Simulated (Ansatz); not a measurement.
# CsSe4Cl (built on the sites of a database entry of CsClO4): relaxing the cell for a phonon run

Wanted: the relaxed cell of CsSe4Cl (built on the sites of a database entry of CsClO4).

Calculated with Ansatz 0.2.0; DFT PBEsol, scalar-relativistic, plane waves, PAW.

The structure was built from a prototype and need not be the compound's stable phase.

## (1) The starting structure

The structure is cubic, space group F-43m (No. 216). Conventional cell: a = 8.613 Å, b = 8.613 Å, c = 8.613 Å, α = 90.00°, β = 90.00°, γ = 90.00°. Nearest to Cs lie 12 Se at 3.57 Å and 6 Cl at 4.31 Å. Cl has 4 Se at 1.89 Å and 6 Cs at 4.31 Å nearest. Se has 1 Cl at 1.89 Å and 3 Cs at 3.57 Å nearest. Farther neighbours and most contacts between anions are not listed.

As a file:

```cif
data_structure
_symmetry_space_group_name_H-M 'P 1'
_symmetry_Int_Tables_number 1
_cell_length_a 6.0906
_cell_length_b 6.0906
_cell_length_c 6.0906
_cell_angle_alpha 60.000
_cell_angle_beta 60.000
_cell_angle_gamma 60.000
_cell_volume 159.76
loop_
_atom_site_label
_atom_site_type_symbol
_atom_site_fract_x
_atom_site_fract_y
_atom_site_fract_z
_atom_site_occupancy
Cs1 Cs 0.50000 0.50000 0.50000 1
Cl2 Cl 0.00000 0.00000 0.00000 1
Se3 Se 0.12700 0.12700 0.12700 1
Se4 Se 0.61900 0.12700 0.12700 1
Se5 Se 0.12700 0.12700 0.61900 1
Se6 Se 0.12700 0.61900 0.12700 1
```

## (2) Probe on a coarse mesh

A quick single point on a coarse mesh tells whether the cell has a gap and how far it is from rest, which sets the k mesh and smearing that follow.

File input.yaml:

```yaml
crystal:
  lattice:
    - [0.0, 4.3067, 4.3067]
    - [4.3067, 0.0, 4.3067]
    - [4.3067, 4.3067, 0.0]
  atoms:
    - { symbol: Cs, position: [0.5, 0.5, 0.5] }
    - { symbol: Cl, position: [0.0, 0.0, 0.0] }
    - { symbol: Se, position: [0.127, 0.127, 0.127] }
    - { symbol: Se, position: [0.619, 0.127, 0.127] }
    - { symbol: Se, position: [0.127, 0.127, 0.619] }
    - { symbol: Se, position: [0.127, 0.619, 0.127] }
kpoints:
  mp_grid: { grid: [4, 4, 4] }
hamiltonian:
  xc: pbesol
scf:
  occupations: { method: gaussian, width: 0.1 }
output:
  forces: true
  stress: true
  eigenvalues: true
```

Command:

```sh
$ ansatz run input.yaml --threads 8 --pin off --max-ram 14336MiB --backend cpu --events-out ev --progress --plain --runs-dir out
```

Numbers of over 12 decimals in the logs are rounded to 6 here.

The program printed:

```text
Engine: ansatz 0.2.0, x86_64-unknown-linux-gnu
Pseudopotentials: kind: paw
Pseudopotential: Cs, paw, valence charge 9, recommended cutoff 420 eV (normal), Cs.paw.azcp
Pseudopotential: Cl, paw, valence charge 7, recommended cutoff 420 eV (normal), Cl.paw.azcp
Pseudopotential: Se, paw, valence charge 16, recommended cutoff 420 eV (normal), Se.paw.azcp
Functional definition: PBEsol
  exchange = pbesol_x
[...]
k-point 0: bands = [... 36 lower, 5.8660, 6.3416, 8.2629, 8.2629, 8.2629, 9.4215, 9.4215, 9.4215, ... 2 higher]
  k-point 1: bands = [... 36 lower, 5.5855, 7.0978, 7.1891, 7.1891, 8.2810, 9.9857, 10.1895, 10.1895, ... 2 higher]
  k-point 2: bands = [... 36 lower, 4.9508, 6.6492, 6.6492, 7.5225, 8.2993, 10.4685, 10.4685, 10.7532, ... 2 higher]
  k-point 7: bands = [... 36 lower, 5.5139, 5.9489, 6.4416, 6.5881, 9.3176, 10.3470, 11.2788, 11.5029, ... 2 higher]
[key lines of the parts left out:]
SCF converged after 7 iterations
Free energy (F): -28334.942754 eV
Fermi energy:    7.785871 eV
P = ⅓ Tr σ = 26.9319 GPa (269.319 kbar)
```

Wall time 2 s (8 threads of Intel Xeon Platinum 8488C (Sapphire Rapids), shared host); peak memory 0.63 GiB; 6 s of CPU time.

Numbers from this step:

```
pressure          : 26.93 GPa
volume per atom   : 26.63 Å³
gap on the k-mesh : 0 eV
```

The coarse mesh shows no gap and a pressure of 26.9 GPa.

## (3) Rough relaxation

A rough relaxation comes first, because large forces or stress need no tight tolerances yet.

Edit input.yaml of step 2 so:

```diff
@@ -22 +22,6 @@
   eigenvalues: true
+relax:
+  adjacent_minimum: "off"
+  f_tol: 0.05
+  max_steps: 80
+  cell: { stress_tol: 0.5 }
```

The program printed:

```text
[...]
Crystal: 6 atoms, lattice volume = 159.758 Å³
Basis set: ecut = 420 eV, 3119 PW (Γ), exchange–correlation on 90×90×90 points (8 copies of the dense FFT grid, shifted against one another)
Bands: 48, of which v1, the nominal top of the filled ones, is band 40 counted from 1 (39 counted from 0)
Symmetry: 24 space group operations
[...]
k-points: 8 of 64 (time reversal used)
[...]
- [4.919295, 0, 4.919295]
    - [4.919295, 4.919295, 0]
  atoms:
    - { symbol: Cs, position: [0.500000, 0.500000, 0.500000] }
    - { symbol: Cl, position: [1.3090884660934437e-18, 6.041946766585086e-19, -5.202787493448321e-19] }
    - { symbol: Se, position: [0.151283, 0.151283, 0.151283] }
    - { symbol: Se, position: [0.546152, 0.151283, 0.151283] }
    - { symbol: Se, position: [0.151283, 0.151283, 0.546152] }
    - { symbol: Se, position: [0.151283, 0.546152, 0.151283] }
[key lines of the parts left out:]
SCF converged after 6 iterations
Free energy (F): -28342.964717 eV
Fermi energy:    3.975435 eV
P = ⅓ Tr σ = -0.0001 GPa (-0.001 kbar)
```

Run time: 7.1 s. Hardware: 8 threads; peak memory 0.81 GiB; 46 s of CPU time.

The steps of the relaxation:

```csv
step,energy less that of the first step (eV),largest force component (eV/Å),pressure (GPa),volume (Å³)
1,0.0000,4.9146,26.93,159.76
2,-5.7166,1.7805,9.26,184.24
3,-7.3101,0.7520,4.68,200.05
4,-7.9194,0.2120,1.19,222.34
5,-7.9861,0.0297,0.38,231.07
6*,-8.0082,0.0308,0.59,231.07
7,-8.0194,0.0685,-0.21,239.26
8,-8.0217,0.0000,0.00,238.09
9*,-8.0220,0.0000,0.00,238.09
```

Relaxation steps marked * repeat the geometry before them on a plane-wave basis chosen anew for their cell, so energy and pressure can jump there.

The run keeps the 24 symmetry operations that it works with, so distortions that break them were not tested.

```csv
cell as run,before,after,change
a (Å),6.091,6.957,+14.2 %
b (Å),6.091,6.957,+14.2 %
c (Å),6.091,6.957,+14.2 %
volume (Å³/atom),26.63,39.68,+49.0 %
```

The atoms that moved most (Å, as changes of fractional coordinates times the final cell):

```csv
atom,dx,dy,dz,length
Se3,0.239,0.239,0.239,0.414
Se4,0.239,-0.239,-0.239,0.414
Se6,-0.239,0.239,-0.239,0.414
Se5,-0.239,-0.239,0.239,0.414
```

The relaxed structure:

```cif
data_structure
_symmetry_space_group_name_H-M 'P 1'
_symmetry_Int_Tables_number 1
_cell_length_a 6.9569
_cell_length_b 6.9569
_cell_length_c 6.9569
_cell_angle_alpha 60.000
_cell_angle_beta 60.000
_cell_angle_gamma 60.000
_cell_volume 238.09
loop_
_atom_site_label
_atom_site_type_symbol
_atom_site_fract_x
_atom_site_fract_y
_atom_site_fract_z
_atom_site_occupancy
Cs1 Cs 0.50000 0.50000 0.50000 1
Cl2 Cl 0.00000 0.00000 0.00000 1
Se3 Se 0.15128 0.15128 0.15128 1
Se4 Se 0.54615 0.15128 0.15128 1
Se5 Se 0.15128 0.15128 0.54615 1
Se6 Se 0.15128 0.54615 0.15128 1
```

This step gave:

| Item | Value |
| --- | --- |
| pressure | -9.45e-5 GPa |
| volume per atom | 39.68 Å³ |

In this step the volume went from 26.63 to 39.68 Å³/atom.

## (4) Relaxation

The cell and atoms are relaxed, since residual forces and stress would shift the frequencies.

File input.yaml:

```yaml
crystal:
  lattice:
    - [0.0, 4.9192945779, 4.9192945779]
    - [4.9192945779, 0.0, 4.9192945779]
    - [4.9192945779, 4.9192945779, 0.0]
  atoms:
    - { symbol: Cs, position: [0.5, 0.5, 0.5] }
    - { symbol: Cl, position: [0.0, 0.0, 0.0] }
    - { symbol: Se, position: [0.1512827517, 0.1512827517, 0.1512827517] }
    - { symbol: Se, position: [0.5461517448, 0.1512827517, 0.1512827517] }
    - { symbol: Se, position: [0.1512827517, 0.1512827517, 0.5461517448] }
    - { symbol: Se, position: [0.1512827517, 0.5461517448, 0.1512827517] }
kpoints:
  mp_grid: { grid: [6, 6, 6] }
hamiltonian:
  xc: pbesol
scf:
  occupations: { method: gaussian, width: 0.1 }
output:
  forces: true
  stress: true
  eigenvalues: true
  write_density: true
  write_potential: true
  elf: true
  volumetric_format: npy
relax:
  adjacent_minimum: "off"
  f_tol: 0.005
  max_steps: 80
  cell: { stress_tol: 0.05 }
```

The program printed:

```text
[...]
Crystal: 6 atoms, lattice volume = 238.089 Å³
Basis set: ecut = 420 eV, 4645 PW (Γ), exchange–correlation on 96×96×96 points (8 copies of the dense FFT grid, shifted against one another)
Bands: 48, of which v1, the nominal top of the filled ones, is band 40 counted from 1 (39 counted from 0)
[... 1 set-up line as in the run before ...]
[...]
k-points: 16 of 216 (time reversal used)
[...]
SCF iter   1: F=—  HF=-28342.968314 eV  |F-HF|=—  |Δ(HF+E_count)|=         —  Δρ=2.79e-3  dr2=2.34e-2  ethr=1.77e-3  ⟨swp⟩=7.8  Hψ=3054  notcnv=0
[...]
SCF iter   7: F=-28342.968318 eV  HF=-28342.968318 eV  |F-HF|=3.35e-9  |Δ(HF+E_count)|=   2.11e-7  Δρ=4.97e-6  dr2=7.12e-8  ethr=1.25e-10  ⟨swp⟩=12.6  Hψ=5654  notcnv=0
SCF 1 converged in 7 iterations: F = -28342.968318 eV  dr2 = 7.12e-8
[...]
relax step   1: F+E_penalty+E_count = -28342.96831758 eV  Δ(F+E_penalty+E_count) = +0.000e0 eV  max|allowed force component| = 4.661e-3 eV/Å  Δτ_max = 0.0000 Å  P = -0.011 GPa  Ω = 238.089 Å³  (7 SCF iters, dr2 threshold 1.00e-7 eV, accepted)
[...]
SCF iter   5: F=-28342.968318 eV  HF=-28342.968318 eV  |F-HF|=1.46e-11  |Δ(HF+E_count)|=  3.64e-11  Δρ=1.24e-7  dr2=4.52e-11  ethr=1.00e-12  ⟨swp⟩=6.6  Hψ=4262  notcnv=0
SCF 2 converged in 5 iterations: F = -28342.968318 eV  dr2 = 4.52e-11
relax step   2: F+E_penalty+E_count = -28342.96831760 eV  Δ(F+E_penalty+E_count) = -1.752e-8 eV  max|allowed force component| = 4.669e-3 eV/Å  Δτ_max = 0.0000 Å  P = -0.011 GPa  Ω = 238.089 Å³  stress off target by 1.05e-2 GPa  SCF on the basis re-selected at this cell (its energy is not comparable with the rows above)  (5 SCF iters)
[...]
WARN: The output density's exchange-correlation potential varies sharply where the density is thin. Do not read a vacuum level from v_tot or v_xc, or from such a field of the output density. On a cell that repeats whose density bears no net charge and no dipole along the vacuum's axis use v_es (v_loc + v_h of the components); under efield.dipole_correction with no amplitude use v_es + v_field, which holds any externa [...]
SCF converged after 5 iterations
Free energy (F): -28342.968318 eV
[...]
Internal energy: -28342.922730 eV  (E = F + TS)
E sigma→0 (E₀):  -28342.945524 eV
Entropy (-TS):   -0.045587 eV (-7.598 meV/atom)
Fermi energy:    3.986710 eV
[...]
--- Forces (eV/Å), atoms counted from 1 ---
  atom   1  Cs    -0.00000000     0.00000000    -0.00000000
  atom   2  Cl    -0.00000000     0.00000000    -0.00000000
  atom   3  Se    -0.00466933    -0.00466933    -0.00466933
  atom   4  Se    -0.00466933     0.00466933     0.00466933
  atom   5  Se     0.00466933     0.00466933    -0.00466933
  atom   6  Se     0.00466933    -0.00466933     0.00466933
  max |Σ_I F_I| component: 5.55e-16 eV/Å
--- Stress (GPa, compression-positive) ---
       -0.010505      -0.000000       0.000000
       -0.000000      -0.010505      -0.000000
       -0.000000      -0.000000      -0.010505
  P = ⅓ Tr σ = -0.0105 GPa (-0.105 kbar)
--- Band table (eV; the first three rows and the last of 16) ---
  k-point 0: bands = [... 36 lower, 1.6882, 1.6882, 4.2181, 4.2181, 4.2181, 4.9841, 4.9841, 4.9841, ... 4 higher]
  k-point 1: bands = [... 36 lower, 1.5966, 1.5966, 4.0436, 4.0436, 4.2213, 4.9501, 5.1320, 5.1320, ... 4 higher]
  k-point 2: bands = [... 36 lower, 1.4195, 1.4195, 3.8021, 3.8021, 4.2277, 4.9097, 5.3262, 5.3262, ... 4 higher]
  k-point 15: bands = [... 36 lower, 1.4023, 1.9590, 3.4268, 3.7211, 4.0736, 4.5186, 5.6127, 5.7715, ... 4 higher]
--- Relaxed structure (1 steps of the walk, 1 accepted, 1 SCFs on fresh bases) ---
[...]
cell:  # Å, volume = 238.0885 Å³
    - [0.0, 4.9192945779, 4.9192945779]
    - [4.9192945779, 0.0, 4.9192945779]
    - [4.9192945779, 4.9192945779, 0.0]
  atoms:
    - { symbol: Cs, position: [0.5, 0.5, 0.5] }
[...]
- { symbol: Se, position: [0.151282751725, 0.151282751725, 0.151282751725] }
    - { symbol: Se, position: [0.546151744825, 0.151282751725, 0.151282751725] }
    - { symbol: Se, position: [0.151282751725, 0.151282751725, 0.546151744825] }
    - { symbol: Se, position: [0.151282751725, 0.546151744825, 0.151282751725] }
```

Elapsed: 3.7 s, on 8 threads; peak memory 0.94 GiB.

Little changed from the start: no atom moved by 0.005 Å and no cell edge by 0.1 %.

This step gave:

| Quantity | Value |
| --- | --- |
| pressure | -0.01050 GPa |

ELF in the ac plane of the cell as run, not the conventional one, at fractional y = 0.151, with atoms of Se within 0.2 Å of it. It is the smooth field of the valence electrons, not physical close to the nuclei.

Ten even steps from '0' (0.01) to '9' (0.85), each cell a mean:
```
8524899523799623799
9731367511367522689
8741123200023210267
4421000000000000023
3332100000000000122
6666541000000000256
9878985100000000379
9745998400000000269
9842799510000000037
7974698510000000013
3677677421100000012
5455555445541000255
8764434578985100379
9986433579998400269
9865644566799510138
8732564574258621114
5753686577447632432
3577897469878634775
6358998537999634898
```
Columns run along a (7.0 Å), rows up along c (7.0 Å). Atoms in or near the plane, at fractional coordinates: Se at (0.15, 0.15), Se at (0.55, 0.15), Se at (0.15, 0.55).

Electrostatic potential energy in the ac plane of the cell as run, not the conventional one, at fractional y = 0.151, with atoms of Se within 0.2 Å of it. With pseudopotentials it is smooth inside the atoms' cores, unlike the true potential.

Ten even steps from '_' (-16 eV) to '@' (8 eV), each cell a mean:
```
**%%%%%%####%%@@@@@@@@%%##%%%%%%##==--
++##@@@@@@@@@@@@@@@@@@@@@@@@@@@@%%**==
##%%@@@@@@@@@@@@@@@@@@@@@@@@@@@@@@%%##
%%%%@@@@@@@@@@@@@@@@@@@@@@@@@@@@@@@@%%
####%%@@@@@@@@@@@@@@@@@@@@@@@@@@@@@@%%
==::--**%%@@@@@@@@@@@@@@@@@@@@@@@@@@%%
..______==%%@@@@@@@@@@@@@@@@@@@@@@@@##
....==--..++@@@@@@@@@@@@@@@@@@@@@@@@%%
==..==++::..##@@@@@@@@@@@@@@@@@@@@@@@@
##::..--::__**@@@@@@@@@@@@@@@@@@@@@@@@
@@##::______++%%@@@@@@@@@@@@@@@@@@@@@@
@@%%##++--==##%%%%@@@@@@@@@@@@@@@@@@@@
##++**##########++**##@@@@@@@@@@@@@@%%
::____::**%%##==____..++%%@@@@@@@@@@##
....--....**##--__::::..==%%@@@@@@@@##
::..++==..::##++__--++--__**@@@@@@@@%%
++__--++--__**##::..====__--%%@@@@@@%%
%%==__....__++%%##::....__::##%%%%##%%
##%%++::..::##@@@@##==....==##%%##++**
```
Columns run along a (7.0 Å; values clipped at the 3rd and 97th percentile), rows up along c (7.0 Å). Atoms in or near the plane, at fractional coordinates: Se at (0.15, 0.15), Se at (0.55, 0.15), Se at (0.15, 0.55).

Valence density in the ac plane of the cell as run, not the conventional one, at fractional y = 0.151, with atoms of Se within 0.2 Å of it. It is the smooth field of the valence electrons, not physical close to the nuclei.

Ten steps, logarithmic in the rise over the least value, from '_' (0 e/Å³) to '@' (30 e/Å³), each cell a mean:
```
::............________......__....::::
::..____________________________..::::
....______________________________....
....________________________________..
......________________________________
..::::..____________________________..
::==++==::..________________________..
--**@@%%==::________________________..
::++@@@@##--..________________________
..--**%%##--..________________________
__..::====::....______________________
........::........____________________
......................______________..
::----::........::----::..__________..
--++##**--....::==####==::__________..
::**@@@@**::....==%%@@%%==..________..
..==%%@@##--....::**@@@@++::..______..
..::==**++--......--++**==::..........
......::--::....__..::--::........::::
```
Columns run along a (7.0 Å), rows up along c (7.0 Å). Atoms in or near the plane, at fractional coordinates: Se at (0.15, 0.15), Se at (0.55, 0.15), Se at (0.15, 0.55).

In this step the volume went from 39.68 to 39.68 Å³/atom.

## (5) Relaxing to small forces for the phonons

Phonons need a cell at rest on their own settings, so the relaxation is repeated with tight tolerances on forces and stress on the k mesh and occupations of the first response run.

input.yaml, the sections that differ from step 4:

```yaml
scf:
  occupations: { method: methfessel_paxton, width: 0.2 }
output:
  forces: true
  stress: true
  eigenvalues: true
relax:
  adjacent_minimum: "off"
  f_tol: 0.001
  max_steps: 60
  cell: { stress_tol: 0.01 }
# crystal, kpoints, hamiltonian: as in step 4
```

The program printed:

```text
[...]
Crystal: 6 atoms, lattice volume = 238.089 Å³
Basis set: ecut = 420 eV, 4645 PW (Γ), exchange–correlation on 96×96×96 points (8 copies of the dense FFT grid, shifted against one another)
Bands: 48, of which v1, the nominal top of the filled ones, is band 40 counted from 1 (39 counted from 0)
[... 1 set-up line as in the run before ...]
[...]
k-points: 16 of 216 (time reversal used)
[...]
cell:  # Å, volume = 237.6098 Å³
    - [0, 4.915995, 4.915995]
    - [4.915995, 0, 4.915995]
    - [4.915995, 4.915995, 0]
  atoms:
    - { symbol: Cs, position: [0.5, 0.5, 0.5] }
[...]
- { symbol: Se, position: [0.151207, 0.151207, 0.151207] }
    - { symbol: Se, position: [0.546380, 0.151207, 0.151207] }
    - { symbol: Se, position: [0.151207, 0.151207, 0.546380] }
    - { symbol: Se, position: [0.151207, 0.546380, 0.151207] }
[key lines of the parts left out:]
SCF converged after 5 iterations
Free energy (F): -28342.950615 eV
Fermi energy:    3.989490 eV
P = ⅓ Tr σ = 0.0021 GPa (0.021 kbar)
```

Run time: 6.1 s. Hardware: 8 threads; peak memory 0.94 GiB.

Little changed from the start: no atom moved by 0.005 Å and no cell edge by 0.1 %.

This step gave:

```yaml
pressure: 0.002064 GPa
volume_per_atom: 39.60 Å³
```

The largest force component left is 0.42 meV/Å and the pressure is 0.002 GPa, within the tolerances set. The cell now holds 39.60 Å³/atom.

## (6) Summary of results

- space group after relaxation (within 0.01 Å): F-43m
- lattice constant a: 9.832 Å
- lattice constant b: 9.832 Å
- lattice constant c: 9.832 Å
- volume per atom: 39.6 Å³

In words: The largest force component left is 0.42 meV/Å and the pressure is 0.002 GPa, within the tolerances set. The cell now holds 39.60 Å³/atom. The relaxation keeps the symmetry of its start, so it says nothing on stability against lower symmetry. Spin-orbit coupling is left out, which can matter for the heavy elements here. The starting cell was built on a prototype and not taken from a measurement, so the phase need not exist.

[Logs are printed without paths, hosts, clocks, repeated set-up lines and the standing remarks that a program may print on its own settings, such as how far it seeks lower states.]

[Hosts, paths, dates, database ids (printed as entryN), source tags and the programs' standing remarks are cut or masked in the printed files.]
